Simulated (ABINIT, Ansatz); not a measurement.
**Quasiparticle gap of SnO2 (Cassiterite) in ABINIT**

Wanted: ground state, empty states, screening and self-energy for SnO2 (Cassiterite).

Program: ABINIT 10.8.3. Level of theory: PBE and many-body steps on it, plane waves. Results are calculated unless marked as measured.

**What was measured.**

- Gap 3.6 eV: experimental gap quoted from earlier work; bulk crystal (quoted in “Study on the Photocatalytic Properties of Flower-Shaped SnO2”, 2022, pmc:9565917).

This is a report of a sequence of runs, with most program output left out.

**1. The starting structure**

The structure is tetragonal, space group P4_2/mnm (No. 136). The conventional cell has a = 4.738 Å, b = 4.738 Å, c = 3.187 Å, α = 90.00°, β = 90.00°, γ = 90.00°. Nearest to Sn lie 6 O at 2.05 to 2.06 Å. Nearest to O lie 3 Sn at 2.05 to 2.06 Å. Farther neighbours and most contacts between anions are not listed.

The cell and positions come from the Crystallography Open Database and are kept as given unless a step says otherwise.

**2. Ground state**

This step: ABINIT 10.8.3; DFT, PBE, plane waves, norm-conserving pseudopotentials.

The ground-state density comes first.

run.abi

```
acell 3*1.0 Angstrom
rprim 
  4.738000000000 0.000000000000 0.000000000000
  0.000000000000 4.738000000000 0.000000000000
  0.000000000000 0.000000000000 3.186500000000
ntypat 2
znucl 50 8
natom 6
typat 1 1 2 2 2 2
xred 
  0.000000000000 0.000000000000 0.000000000000
  0.500000000000 0.500000000000 0.500000000000
  0.307100000000 0.307100000000 0.000000000000
  0.192900000000 0.807100000000 0.500000000000
  0.692900000000 0.692900000000 0.000000000000
  0.807100000000 0.192900000000 0.500000000000
pp_dirpath "pseudos"
pseudos "Sn.upf, O.upf"
ecut 42
ngkpt 4 4 6
nshiftk 1
shiftk 0 0 0
kptopt 1
chksymbreak 0
nband 41
occopt 1
tolvrs 1e-10
nstep 60
prtwf 0
optforces 0
optstress 0
indata_prefix "in"
outdata_prefix "out"
tmpdata_prefix "tmp"
```

On the command line:

```console
OMP_NUM_THREADS=1 mpirun -n 8 abinit run.abi > log
```

Elapsed: 38 s, on 8 MPI ranks of Arm Neoverse V1, shared host; peak memory 0.77 GiB; 5.1 min of CPU time.

Numbers from this step:

```yaml
total_energy: -13864.0888 eV
gap: 1.284 eV
k_of_the_valence_top: 0, 0, 0
k_of_the_conduction_bottom: 0, 0, 0
least_direct_gap: 1.284 eV
```

The gap is direct, at Γ.

**3. Empty states on the mesh, 4×4×4 mesh, 271 bands**

The sums over transitions need many empty states on a uniform mesh; this step solves for them.

run.abi, as its differences from that of step 2:

```diff
@@ -19,3 +19,3 @@
 ecut 42
-ngkpt 4 4 6
+ngkpt 4 4 4
 nshiftk 1
@@ -24,9 +24,10 @@
 chksymbreak 0
-nband 41
-occopt 1
-tolvrs 1e-10
+iscf -2
+irdden 1
+istwfk *1
+nband 271
+nbdbuf 24
+tolwfr 1e-09
 nstep 60
-prtwf 0
-optforces 0
-optstress 0
+prtvol 0
 indata_prefix "in"
```

It took 4.5 min on 8 MPI ranks; peak memory 1.1 GiB.

This step gave:

```yaml
gap: 1.284 eV
k_of_the_valence_top: 0, 0, 0
k_of_the_conduction_bottom: 0, 0, 0
least_direct_gap: 1.284 eV
k_points_computed: 18
lowest_point_of_the_top_converged_band_above_the_valence_top: 109.8554 eV
```

On this mesh the gap is 1.284 eV.

**4. Screening, 4×4×4 mesh, 247 bands, screening to 217.7 eV**

The RPA dielectric matrix is built and inverted for each q.

This step: RPA screening on PBE, plane waves, norm-conserving pseudopotentials.

run.abi, as its differences from that of step 3:

```diff
@@ -24,10 +24,11 @@
 chksymbreak 0
-iscf -2
-irdden 1
 istwfk *1
-nband 271
-nbdbuf 24
-tolwfr 1e-09
-nstep 60
-prtvol 0
+occopt 1
+irdwfk 1
+optdriver 3
+nband 247
+ecuteps 8
+inclvkb 2
+awtr 1
+symchi 1
 indata_prefix "in"
```

Run time: 24 min. Hardware: 8 MPI ranks; peak memory 13 GiB; 3.2 h of CPU time.

This step gave:

```yaml
eps_infinity_with_local_fields_on_this_mesh_along_the_program_s_q_direction: 4.577
the_same_without_local_fields: 4.839
plasma_frequency: 36.20 eV
plane_waves_in_the_screening_matrix: 507
```

Local fields lower ε∞ by 5 %. On a Γ-centred mesh this coarse the value itself is usually too large, while a short band sum pulls it down.

**5. Self-energy, 4×4×4 mesh, 247 bands, screening to 217.7 eV**

The self-energy is evaluated for the states that the input lists, and the levels follow from it, in one-shot runs by the linearised quasiparticle equation.

This step: G0W0 on PBE, plane waves, norm-conserving pseudopotentials.

run.abi, as its differences from that of step 4:

```diff
@@ -27,8 +27,15 @@
 irdwfk 1
-optdriver 3
+optdriver 4
 nband 247
+gwcalctyp 0
+ecutsigx 42
+symsigma 1
+nkptgw 1
+kptgw 
+  0.0000000000 0.0000000000 0.0000000000
+bdgw 
+  32 36
 ecuteps 8
-inclvkb 2
-awtr 1
-symchi 1
+irdscr 1
+ppmodel 1
 indata_prefix "in"
```

Elapsed: 41 s, on 8 MPI ranks; peak memory 9 GiB.

Numbers from this step:

```
G0W0 gap on the points computed              : 2.753 eV
starting gap on the mesh                     : 1.284 eV
k of the valence top                         : 0, 0, 0
k of the conduction bottom                   : 0, 0, 0
Z at the valence top                         : 0.792
Z at the conduction bottom                   : 0.843
least direct G0W0 gap on the computed points : 2.753 eV
```

The gap on the mesh goes from 1.28 eV to 2.75 eV, a correction of +1.47 eV.

Limits: finite bands, cutoff and mesh; no spin-orbit coupling; coarse k mesh. v1 is the top filled band, c1 the lowest empty one. The levels before and after the correction (eV, zero at the valence-band top of each column):

```
           conduction bottom  valence top
Kohn-Sham               1.28         0.00
     G0W0               2.75         0.00
```

```
             level  energy (eV)
Kohn-Sham  Γ v3-v2       -0.764
Kohn-Sham     Γ v1        0.000
Kohn-Sham     Γ c1        1.284
Kohn-Sham     Γ c2        6.143
     G0W0  Γ v3-v2       -0.742
     G0W0     Γ v1        0.000
     G0W0     Γ c1        2.753
     G0W0     Γ c2        8.137
```

**6. Where the time went**

Times are wall times on 8 MPI ranks of Arm Neoverse V1, shared host, good to a factor of about two.

```
                    step     time  share  memory (GiB)
            ground state     38 s    2 %          0.77
empty states on the mesh  4.5 min   15 %           1.1
               screening   24 min   81 %            13
             self-energy     41 s    2 %           9.0
```

**7. Outcome**

| Property | Result |
| --- | --- |
| PBE gap | 1.28 eV, direct |
| G0W0 gap on the mesh | 2.75 eV |
| GW settings | 4×4×4 mesh, 247 bands, screening to 217.7 eV, Godby-Needs plasmon pole |
| known limits | not at the basis limit; no spin-orbit coupling; coarse k mesh |

**Reading.** G0W0 moves the gap on the mesh from 1.28 eV to 2.75 eV (+1.47 eV), with Z of 0.79 and 0.84 at the edges. Local fields lower the RPA ε∞ on this mesh from 4.84 to 4.58; a Γ-centred mesh this coarse tends to raise both, most where the direct gap is narrow, while a short band sum lowers them. Only 1 of the mesh's irreducible points was corrected, so a valley elsewhere could overtake. The dearest step here is «screening». Against experiment, by G0W0@PBE: the gap of 2.75 eV lies −0.85 eV from the measured 3.6 eV (kind not stated, quoted 2022). The calculation has static nuclei and no excitons; a measured gap holds zero-point and thermal motion, which mostly lowers it. Against the values above the computed gap that would widen the miss. An edge that is forbidden or weak in absorption could explain it, and so could too strong a screening: the start's gap is only 1.28 eV, the mesh is coarse, and one shot does not repair that. Bands and cutoff are finite, so the gap is not at the basis limit. The miss can reach some tenths of an eV and take either sign; the mesh is an error of its own. In the G0W0 run levels were corrected at 1 k point alone, so a gap called «on the mesh» is the least over those, and an edge elsewhere would be missed. The 4×4×4 mesh is coarse for this cell, which bears on the long-range parts of exchange and screening. The many-body steps are scalar-relativistic: spin-orbit coupling is not in them.

[Paths, hosts, dates, memory and timing lines, banners, echoed tables and standing remarks are left out of the program output.]

[Logs are printed without paths, hosts, clocks, repeated set-up lines and the standing remarks that a program may print on its own settings, such as how far it seeks lower states.]

[Runs of the session that timed out or met a known fault of the program may be left out.]

[Hosts, paths, dates, database ids (printed as entryN), source tags and the programs' standing remarks are cut or masked in the printed files.]

[G0W0 gaps are taken among the corrected bands and points alone; a level outside them can change the order at an edge.]

[Where Ansatz stands beside ABINIT at settings called matched, ABINIT's density can come from a denser mesh and the files from another edition; pairs whose starting gaps differed by over 0.03 eV were left out, so agreement reads better than it is.]
